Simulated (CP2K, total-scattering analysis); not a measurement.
# water and urea: S(Q) and G(r) from molecular dynamics

The model: ab initio molecular dynamics with CP2K (revPBE-D3(BJ), Gaussian and plane waves, DZVP-MOLOPT-SR basis, GTH potentials, 400 Ry, CSVR thermostat, no spin, fixed volume, H with the mass of D). The average runs over 0.70 ps of 104 atoms, so shells between rare elements are rough. Mean temperature 314 K, largest m.s.d. 1.62 Å², energy drift -4 meV an atom (last third less first, no steady trend); the first quarter of the run is discarded. Start: last frame of a classical run of this cell at the same density and temperature. So short a stretch relaxes bonds and nearest shells but still remembers its start. The density is set to 1.100 g/cm³. Composition: 24 H2O and 4 urea; N 7.7, C 3.9, O 26.9, H 61.5 atom %. Production: 141 frames 0.005 ps apart at 320 K, fixed volume.

The totals are in Faber–Ziman form. Below 4 Å⁻¹ the partials are summed on the cell's own reciprocal vectors (from 0.62 Å⁻¹) and folded with a Gaussian of σ = 0.14 Å⁻¹; above it they are transforms of g(r) out to 6.8 Å, tapered over the last 40 %. The fold lowers sharp peaks, and with so few vectors their positions are good to about 0.1 Å⁻¹. X-rays take neutral-atom form factors, neutrons coherent lengths (N 9.36, C 6.6472, O 5.8037, H 6.6681 fm). Hydrogen is taken as deuterium. G(r) = 4πrρ₀[g(r) − 1] carries the resolution of a Lorch-windowed transform up to 20 Å⁻¹. The patterns are simulated, not measured. The cell is small: beyond half the box only the part of each shell inside it is counted, and low-Q values rest on few vectors.

Predict the maxima of S(Q) and G(r), and the first shells.

Density 1.100 g/cm³, ρ₀ = 0.1024 Å⁻³. Mean square displacements over the run: N 0.67, C 0.38, O 1.47, H 1.62 Å²; the sample is a liquid as far as so short a run tells.

Maxima of S(Q), Q in Å⁻¹ (height): X-ray: 2.10 (1.91), 6.82 (1.09), 9.39 (1.08), 11.48 (1.08), 14.31 (1.06); neutron: 2.15 (1.80), 3.45 (0.86), 8.24 (1.16), 14.07 (1.09), 20.28 (1.06).

X-ray, Q (Å⁻¹) and value: 0.80 -0.52, 1.10 -0.22, 1.40 0.14, 1.70 0.89, 2.00 1.80, 2.30 1.68, 2.60 1.26, 2.90 1.23, 3.20 0.82, 3.50 0.61, 3.80 0.61, 4.10 0.75, 4.40 0.91, 4.70 0.99, 5.00 1.03, 5.30 1.06, 5.60 1.07, 5.90 1.06, 6.20 1.05, 6.50 1.07, 6.80 1.09, 7.10 1.06, 7.40 0.99, 7.70 0.92, 8.00 0.89, 8.30 0.87, 8.60 0.89, 8.90 0.98, 9.20 1.06, 9.50 1.07, 9.80 1.04, 10.10 1.01, 10.40 1.00, 10.70 1.01, 11.00 1.04, 11.30 1.07, 11.60 1.08, 11.90 1.04, 12.20 1.00, 12.50 0.94, 12.80 0.89, 13.10 0.89, 13.40 0.93, 13.70 0.99, 14.00 1.04

neutron, Q (Å⁻¹) and value: 0.80 0.28, 1.10 0.50, 1.40 0.74, 1.70 1.12, 2.00 1.68, 2.30 1.72, 2.60 1.16, 2.90 0.83, 3.20 0.81, 3.50 0.85, 3.80 0.83, 4.10 0.84, 4.40 0.80, 4.70 0.76, 5.00 0.75, 5.30 0.80, 5.60 0.89, 5.90 0.98, 6.20 1.04, 6.50 1.06, 6.80 1.06, 7.10 1.05, 7.40 1.06, 7.70 1.10, 8.00 1.15, 8.30 1.16, 8.60 1.13, 8.90 1.09, 9.20 1.04, 9.50 1.01, 9.80 0.97, 10.10 0.94, 10.40 0.91, 10.70 0.89, 11.00 0.88, 11.30 0.89, 11.60 0.91, 11.90 0.94, 12.20 0.96, 12.50 0.99, 12.80 1.02, 13.10 1.04, 13.40 1.06, 13.70 1.08, 14.00 1.09

Maxima of G(r), r in Å (Å⁻²): X-ray: 0.85 (-0.09), 1.31 (1.38), 1.83 (-1.84), 2.29 (-0.73), 2.84 (1.34), 3.43 (0.69), 4.17 (0.35); neutron: 0.99 (3.27), 1.51 (-0.42), 2.36 (-0.42), 3.29 (0.97).

| pair | first peak (Å) | g there | first minimum (Å) | g there | neighbours | kind | X-ray weight (f = Z) | neutron weight |
| --- | --- | --- | --- | --- | --- | --- | --- | --- |
| O–H | 0.98 | 26.7 | 1.26 | 0.00 | 1.7 H per O, 0.8 O per H | within molecules | 0.21 | 0.29 |
| N–H | 1.02 | 29.6 | 1.30 | 0.00 | 2.0 H per N, 0.2 N per H | within molecules | 0.05 | 0.13 |
| C–O | 1.26 | 20.5 | 1.62 | 0.00 | 1.0 O per C, 0.1 C per O | within molecules | 0.08 | 0.02 |
| N–C | 1.37 | 111.5 | 1.76 | 0.00 | 1.0 C per N, 2.0 N per C | within molecules | 0.02 | 0.01 |
| H–H | 1.55 | 2.8 | 1.92 | 0.24 | 1.0 | within molecules | 0.03 | 0.38 |
| C–H | 2.05 | 6.8 | 2.34 | 0.35 | 4.1 H per C, 0.3 C per H | within molecules | 0.02 | 0.05 |
| N–O | 2.30 | 4.2 | 2.56 | 0.02 | 1.0 O per N, 0.3 N per O | within molecules | 0.19 | 0.05 |
| N–N | 2.33 | 14.2 | 2.66 | 0.00 | 1.0 | within molecules | 0.02 | 0.01 |
| O–O | 2.77 | 2.6 | 3.56 | 0.83 | 4.6 | between molecules | 0.37 | 0.06 |

Distances within molecules give the sharpest pair functions, and with hydrogen they rule the neutron S(Q) at high Q: O–H 0.98 Å, N–H 1.02 Å, C–O 1.26 Å, N–C 1.37 Å, H–H 1.55 Å and C–H 2.05 Å (first peaks only). On the last frame 75 % of the H on O, N or F point at an acceptor of another molecule or at an anion within hydrogen-bond range (2.35 Å to O, N, F; 2.85 Å to Cl, Br, I).
